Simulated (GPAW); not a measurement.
# zinc-blende (ZnS)₁₋ₓ(ZnSe)ₓ at x = 0.75: the Zn K absorption edge

Aim: the Zn K edge in zinc-blende (ZnS)₁₋ₓ(ZnSe)ₓ at x = 0.75, one member of a composition series.

Method: X-ray absorption from dipole matrix elements to empty bands, plane-wave PAW PBE, in GPAW 26.7.0.

## (1) The starting structure

The cell holds 16 atoms: 8 Zn, 6 Se and 2 S. Cell: a = 7.925 Å, b = 7.925 Å, c = 7.925 Å, α = 60.0°, β = 60.0°, γ = 60.0°. 16-atom zinc-blende cell, 6 of 8 S sites taken by Se at random, lattice constants typed for the ends and interpolated (Vegard).

## (2) Relaxation

Bond lengths around the absorber set the edge shape, so the atoms are relaxed before any spectrum.

relax.py

```python
import numpy as np
from ase import Atoms
from ase.parallel import parprint, paropen
from gpaw import GPAW, PW, FermiDirac, Mixer, MixerDif, setup_paths
from ase.optimize import BFGS

atoms = Atoms('ZnSeZnSeZnSeZnSZnSeZnSeZnSeZnS',
    cell=[[0, 5.6035, 5.6035],
     [5.6035, 0, 5.6035],
     [5.6035, 5.6035, 0]],
    scaled_positions=[[0.999095, 0.998324, 0.999834],
     [0.120452, 0.125806, 0.12446],
     [0.002337, 0.001388, 0.500992],
     [0.122546, 0.124145, 0.629624],
     [0.000628, 0.500838, 0.998399],
     [0.125732, 0.625812, 0.128267],
     [0.995237, 0.502159, 0.500003],
     [0.122867, 0.624122, 0.620893],
     [0.499143, 0.001919, 0.998654],
     [0.627389, 0.126041, 0.122801],
     [0.495574, 0.997515, 0.498476],
     [0.628878, 0.123559, 0.626684],
     [0.49916, 0.497107, 0.001353],
     [0.622887, 0.630057, 0.123298],
     [0.498676, 0.496281, 0.499189],
     [0.624876, 0.626378, 0.623617]],
    pbc=True)
atoms.calc = GPAW(legacy_gpaw=True, mode=PW(400, force_complex_dtype=True), xc='PBE', setups={},
    kpts={'size': (3, 3, 3), 'gamma': True}, occupations=FermiDirac(0.08),
    charge=0, mixer=Mixer(0.1, 5, 50), maxiter=150,
    convergence={'density': 0.0001, 'eigenstates': 1e-6}, txt='relax.txt')
steps = []
opt = BFGS(atoms, logfile='-')
opt.attach(lambda: steps.append([atoms.get_potential_energy(), float(np.linalg.norm(atoms.get_forces(), axis=1).max())]))
done = opt.run(fmax=0.05, steps=30)
out = dict(done=bool(done), steps=steps, frac=atoms.get_scaled_positions().tolist())
import json
with paropen('out.json', 'w') as f:
    json.dump(out, f)
```

Started as:

```console
$ OMP_NUM_THREADS=1 mpirun -n 4 gpaw python relax.py
```

Numbers of over 12 decimals in the logs are rounded to 6 here.

Output:

```text
Input parameters:
  convergence: {density: 0.0001,
                eigenstates: 1e-06}
  kpts: {gamma: True,
         size: (3, 3, 3)}
  maxiter: 150
  mixer: {backend: pulay,
          beta: 0.1,
          method: separate,
          nmaxold: 5,
          weight: 50}
  mode: {ecut: 400.0,
         force_complex_dtype: True,
         name: pw}
  occupations: {fixmagmom: False,
                name: fermi-dirac,
[...]
Forces in eV/Ang:
[...]
14 Zn    0.01285    0.00216    0.01182
 15 S    -0.01014    0.01513    0.02167
Step     Time          Energy          fmax
BFGS:    0 02:41:08      -49.681217        0.713940
BFGS:    1 02:42:02      -49.726343        0.624183
BFGS:    2 02:43:13      -49.870404        0.168113
BFGS:    3 02:43:44      -49.872154        0.146831
BFGS:    4 02:44:44      -49.874629        0.124774
BFGS:    5 02:45:32      -49.877326        0.029952
[key lines of the parts left out:]
Converged after 8 iterations.
Dipole moment: (-22.245832, -24.754265, -24.836014) |e|*Ang
Free energy:    -49.877326
Fermi level: 4.65090
```

It took 6 min on 4 MPI ranks of Arm Neoverse V1, shared host; peak memory 0.37 GiB; 24 min of CPU time.

In 5 steps the energy fell by 196 meV (energies extrapolated to zero smearing) and the largest force to 0.030 eV/Å. Atom 15 (Zn; the text counts from 1, the script from 0) is among those that moved most, by 0.09 Å.

## (3) Ground state of the crystal

A plain self-consistent run shows whether there is a gap, which decides the set-up of the core-hole run.

scf.py

```python
import numpy as np
from ase import Atoms
from ase.parallel import parprint, paropen
from gpaw import GPAW, PW, FermiDirac, Mixer, MixerDif, setup_paths
from gpaw.test import gen
setup_paths.insert(0, '.')
gen('Zn', name='nch1s', xcname='PBE', corehole=(1, 0, 0), write_xml=True)
from gpaw.mpi import world
world.barrier()

atoms = Atoms('ZnSeZnSeZnSeZnSZnSeZnSeZnSeZnS',
    cell=[[0, 5.6035, 5.6035],
     [5.6035, 0, 5.6035],
     [5.6035, 5.6035, 0]],
    scaled_positions=[[0.9998259, 0.9981446, 0.0008577],
     [0.1221077, 0.1271927, 0.125485],
     [0.0045363, 0.9890986, 0.5041],
     [0.1239062, 0.1266676, 0.6248852],
     [0.0028144, 0.5057291, 0.9876115],
     [0.1250822, 0.6225123, 0.1269381],
     [0.9893246, 0.507885, 0.5076303],
     [0.1244491, 0.6247263, 0.6237006],
     [0.4983683, 0.001838, 0.9986315],
     [0.6238165, 0.1258642, 0.1254597],
     [0.5022684, 0.9884493, 0.5040194],
     [0.625824, 0.1245163, 0.6231139],
     [0.5037498, 0.5043001, 0.9890213],
     [0.6245471, 0.6257053, 0.1248421],
     [0.4922415, 0.5048666, 0.5057777],
     [0.6224752, 0.6240395, 0.6246416]],
    pbc=True)
atoms.calc = calc = GPAW(legacy_gpaw=True, mode=PW(400, force_complex_dtype=True), xc='PBE', setups={2: 'nch1s'},
    kpts={'size': (3, 3, 3), 'gamma': True}, occupations=FermiDirac(0.05),
    charge=0, mixer=Mixer(0.1, 5, 50), maxiter=150,
    convergence={'density': 0.0001, 'eigenstates': 1e-6}, txt='scf.txt')
energy = atoms.get_potential_energy() + calc.get_reference_energy()
ef = calc.get_fermi_level()
out = dict(energy=energy, fermi=ef, forces=atoms.get_forces().tolist())
parprint(f'all-electron energy {energy:.4f} eV, Fermi level {ef:.4f} eV')
ev = np.array([[calc.get_eigenvalues(k, s) for k in range(len(calc.get_ibz_k_points()))] for s in range(calc.get_number_of_spins())])
out['homo'], out['lumo'], out['counts'] = ev[ev < ef].max(), ev[ev > ef].min(), sorted(set((ev < ef).sum((0, 2)).tolist()))
out['filled'] = (ev[:, 0] < ef).sum(1).tolist()
import json
with paropen('out.json', 'w') as f:
    json.dump(out, f)
```

Started as:

```console
$ OMP_NUM_THREADS=1 mpirun -n 4 gpaw python scf.py
```

Output:

```text
Input parameters:
  convergence: {density: 0.0001,
                eigenstates: 1e-06}
  kpts: {gamma: True,
         size: (3, 3, 3)}
  maxiter: 150
  mixer: {backend: pulay,
          beta: 0.1,
          method: separate,
          nmaxold: 5,
          weight: 50}
  mode: {ecut: 400.0,
         force_complex_dtype: True,
         name: pw}
  occupations: {fixmagmom: False,
                name: fermi-dirac,
                width: 0.05}
  setups: {2: nch1s}
  xc: PBE

Initialize ...

[... PAW data sets ...]

Reference energy: -809227.046514  # eV

Spin-paired calculation

[... convergence settings ...]
Symmetries present (total): 1
  [... symmetry matrices ...]

27 k-points: 3 x 3 x 3 Monkhorst-Pack grid
14 k-points in the irreducible part of the Brillouin zone
       k-points in crystal coordinates                weights
   0:     0.00000000    0.00000000    0.00000000          1/27
   1:     0.00000000    0.00000000    0.33333333          2/27
   2:     0.00000000    0.33333333   -0.33333333          2/27
   3:     0.00000000    0.33333333    0.00000000          2/27
   4:     0.00000000    0.33333333    0.33333333          2/27
   5:     0.33333333   -0.33333333   -0.33333333          2/27
   6:     0.33333333   -0.33333333    0.00000000          2/27
   7:     0.33333333   -0.33333333    0.33333333          2/27
   8:     0.33333333    0.00000000   -0.33333333          2/27
   9:     0.33333333    0.00000000    0.00000000          2/27
          ...
  13:     0.33333333    0.33333333    0.33333333          2/27

Wave functions: Plane wave expansion
  Cutoff energy: 400.000 eV
  Number of coefficients (min, max): 6374, 6405
  Pulay-stress correction: 0.000000 eV/Ang^3 (de/decut=0.000000)
  Using FFTW library
  Wavefunction extrapolation:
    Improved wavefunction reuse through dual PAW basis

Occupation numbers: Fermi-Dirac:
  width: 0.0500  # eV

Eigensolver
   Davidson(niter=2)

Densities:
  Coarse grid: 40*40*40 grid
  Fine grid: 80*80*80 grid
  Total Charge: 0.000000

Density mixing:
  Method: separate
  Backend: pulay
  Linear mixing parameter: 0.1
  old densities: 5
  Width of damping distribution: 1.1
  Damping of long wavelength oscillations: 50

[... Hamiltonian set-up ...]
Number of atoms: 16
Number of atomic orbitals: 104
Number of bands in calculation: 91
Number of valence electrons: 144
Bands to converge: occupied

... initialized

Initializing position-dependent things.

Density initialized from atomic densities
Creating initial wave functions:
  91 bands from LCAO basis set

                    Zn
                      Zn

                           Zn
                         S
                             Zn
                Se  Zn
                  Se
                      Zn Zn
         Se            S
                           Zn
              Se
                Se

       Se

Atomic positions and initial magnetic moments

Positions:
   0 Zn     5.597909    5.607331   11.195628    ( 0.0000,  0.0000,  0.0000)
   1 Se     1.415879    1.387386    1.396955    ( 0.0000,  0.0000,  0.0000)
   2 Zn     8.367138    2.850144    5.567833    ( 0.0000,  0.0000,  0.0000)
   3 Se     4.211326    4.195853    1.404090    ( 0.0000,  0.0000,  0.0000)
   4 Zn     8.367934    5.549852    2.849624    ( 0.0000,  0.0000,  0.0000)
   5 Se     4.199545    1.412196    4.189146    ( 0.0000,  0.0000,  0.0000)
   6 Zn     5.690440    8.388187    8.389614    ( 0.0000,  0.0000,  0.0000)
[...]
13 Se     4.205692    4.199202    7.005789    ( 0.0000,  0.0000,  0.0000)
  14 Zn     5.663145    5.592401    5.587295    ( 0.0000,  0.0000,  0.0000)
  15 S      6.996985    6.988219    6.984845    ( 0.0000,  0.0000,  0.0000)

Unit cell:
           periodic     x           y           z      points  spacing
  1. axis:    yes    0.000000    5.603500    5.603500    40     0.1618
  2. axis:    yes    5.603500    0.000000    5.603500    40     0.1618
  3. axis:    yes    5.603500    5.603500    0.000000    40     0.1618

  Lengths:   7.924546   7.924546   7.924546
  Angles:   60.000000  60.000000  60.000000

Effective grid spacing dv^(1/3) = 0.1765

iter:   1   -50.728795
iter:   2   -50.917237   -0.25  -1.21
iter:   3   -49.820593   -1.14  -1.27
iter:   4   -49.940982   -1.65  -1.58
iter:   5   -50.141492   -1.60  -1.69
iter:   6   -49.935028   -2.71  -2.15
iter:   7   -49.889440   -2.13  -2.55
iter:   8   -49.877289c  -3.72  -2.93
iter:   9   -49.878004c  -4.62  -3.31
iter:  10   -49.880158c  -4.56  -3.30
iter:  11   -49.879615c  -5.76  -3.15
iter:  12   -49.876754c  -4.11  -3.21
iter:  13   -49.876558c  -4.30  -3.44
iter:  14   -49.876667c  -5.14  -3.42
iter:  15   -49.876632c  -5.43  -3.71
iter:  16   -49.876609c  -5.61  -3.97
iter:  17   -49.876610c  -6.76c -4.11c

Converged after 17 iterations.

Dipole moment: (-22.245026, -24.752313, -24.834390) |e|*Ang

Energy contributions relative to reference atoms: (reference = -809227.046514)

Kinetic:       +106.012848
Potential:      -89.820306
External:        +0.000000
XC:             -65.569774
Entropy (-ST):   -0.000000
Local:           -0.499378
SIC:             +0.000000
--------------------------
Free energy:    -49.876610
Extrapolated:   -49.876610

Showing only first 2 kpts
 Kpt  Band  Eigenvalues  Occupancy
  0    70      3.89766    2.00000
  0    71      3.92534    2.00000
  0    72      5.28962    0.00000
  0    73      6.50323    0.00000

  1    70      3.67325    2.00000
  1    71      3.69292    2.00000
  1    72      6.43493    0.00000
  1    73      6.78007    0.00000

Fermi level: 4.62547

Gap: 1.364 eV
Transition (v -> c):
  (s=0, k=0, n=71, [0.00, 0.00, 0.00]) -> (s=0, k=0, n=72, [0.00, 0.00, 0.00])
No difference between direct/indirect transitions

Forces in eV/Ang:
  0 Zn   -0.01600   -0.00460    0.00180
  1 Se   -0.01188    0.03532    0.01536
  2 Zn    0.00418   -0.00895   -0.01599
  3 Se   -0.01540   -0.00612    0.00596
  4 Zn    0.01625    0.00404    0.00145
  5 Se    0.00066   -0.01793    0.00203
  6 Zn   -0.00945    0.01920    0.00982
[...]
13 Se   -0.00383    0.00577   -0.02768
 14 Zn    0.01476   -0.00123    0.01115
 15 S    -0.00637    0.01304    0.02260
Scalar-relativistic atomic PBE calculation for Zn (Zinc, Z=30)
Core hole in 1s state (1s occupation: 2.0)
600 radial gridpoints.
|------------------------------------------------|
|------------------------------------------------|
[... the atom generator's iteration count ...]

Energy contributions:
-------------------------
Kinetic:    +1823.613160
XC:           -71.504391
Potential:  -3547.729445
-------------------------
Total:      -1795.620676

state      eigenvalue         ekin         rmax
-----------------------------------------------
1s^2.0 :  -349.886846   450.954911        0.033
2s^2.0 :   -42.553114    85.456797        0.189
2p^6.0 :   -36.898923    83.258415        0.152
3s^2.0 :    -4.747216    18.925213        0.588
3p^6.0 :    -3.065290    16.692437        0.592
3d^10.0:    -0.372700    11.038803        0.566
4s^2.0 :    -0.219651     1.423087        2.092
4p^0.0 :    -0.041035     0.518678        3.084
-----------------------------------------------
(units: Bohr and Hartree)

Generating PAW setup
Kinetic energy of the core from tauc = 1727.898395
Cutoffs:
rc(s)=2.430
rc(p)=2.400
rc(d)=2.230
rc(vbar)=2.260
rc(comp)=2.200
rc(nct)=2.430

Kinetic energy of the core states: 1710.378955
Charge: 0.0
Core electrons: 18.0
Valence electrons: 12.0
Pseudo-core charge: 0.104275
Shape function alpha=2.066
Pseudo-electron charge 3.892839
state    eigenvalue         norm
--------------------------------
4s(2) :    -0.219651     1.125459
*s    :     0.780349
4p(0) :    -0.041035     1.007410
*p    :     0.958965
3d(10):    -0.372700     0.153765
*d    :     0.627300
--------------------------------

Diagonalizing with gridspacing h=0.050

state   all-electron     PAW
-------------------------------
4s:      -0.219651    -0.219820
4p:      -0.041035    -0.041071
3d:      -0.372700    -0.373322
*f:                    0.071886
-------------------------------
all-electron energy -809276.9231 eV, Fermi level 4.6255 eV
```

Elapsed: 1.9 min, on 4 MPI ranks; peak memory 0.37 GiB.

The mesh shows a gap of 1.36 eV. The excited electron is kept all the same, so that all members of the series, with or without a gap, are treated alike.

## (4) Reference energy of the cell

The photon energy needs a difference of total energies, so the cell and mesh of the coming hole run are first run without a hole.

scf.py, as its differences from that of step 3:

```diff
@@ -32,3 +32,3 @@
 atoms.calc = calc = GPAW(legacy_gpaw=True, mode=PW(400, force_complex_dtype=True), xc='PBE', setups={2: 'nch1s'},
-    kpts={'size': (3, 3, 3), 'gamma': True}, occupations=FermiDirac(0.05),
+    kpts={'size': (3, 3, 3), 'gamma': True}, occupations=FermiDirac(0.02),
     charge=0, mixer=Mixer(0.1, 5, 50), maxiter=150,
```

Output:

```text
Input parameters:
  convergence: {density: 0.0001,
                eigenstates: 1e-06}
  kpts: {gamma: True,
         size: (3, 3, 3)}
  maxiter: 150
  mixer: {backend: pulay,
          beta: 0.1,
          method: separate,
          nmaxold: 5,
          weight: 50}
  mode: {ecut: 400.0,
         force_complex_dtype: True,
         name: pw}
  occupations: {fixmagmom: False,
                name: fermi-dirac,
[...]
*s    :     0.780349
4p(0) :    -0.041035     1.007410
*p    :     0.958965
3d(10):    -0.372700     0.153765
*d    :     0.627300
--------------------------------

Diagonalizing with gridspacing h=0.050

state   all-electron     PAW
-------------------------------
4s:      -0.219651    -0.219820
4p:      -0.041035    -0.041071
3d:      -0.372700    -0.373322
*f:                    0.071886
-------------------------------
all-electron energy -809276.9231 eV, Fermi level 4.4052 eV
[key lines of the parts left out:]
Converged after 17 iterations.
Dipole moment: (-22.245026, -24.752313, -24.834390) |e|*Ang
Free energy:    -49.876610
Fermi level: 4.40525
```

It took 1.8 min on 4 MPI ranks; peak memory 0.37 GiB.

Reference energy: -809276.923 eV with the cores included.

(Part 1 of 3 ends here.)

[Banner, clock and machine lines of the logs are left out without a mark of their own.]

[Logs are printed without paths, hosts, clocks, repeated set-up lines and the standing remarks that a program may print on its own settings, such as how far it seeks lower states.]

[Hosts, paths, dates, database ids (printed as entryN), source tags and the programs' standing remarks are cut or masked in the printed files.]

[Lists of maxima count a maximum above −3 eV only where it reaches 4 % of the highest in the window and stands out from its surroundings by 2 % of it (1.5 % where it reaches 55 %); shoulders and weaker maxima are passed over, and of the rest the first, up to two pre-edge ones and the few strongest are named.]
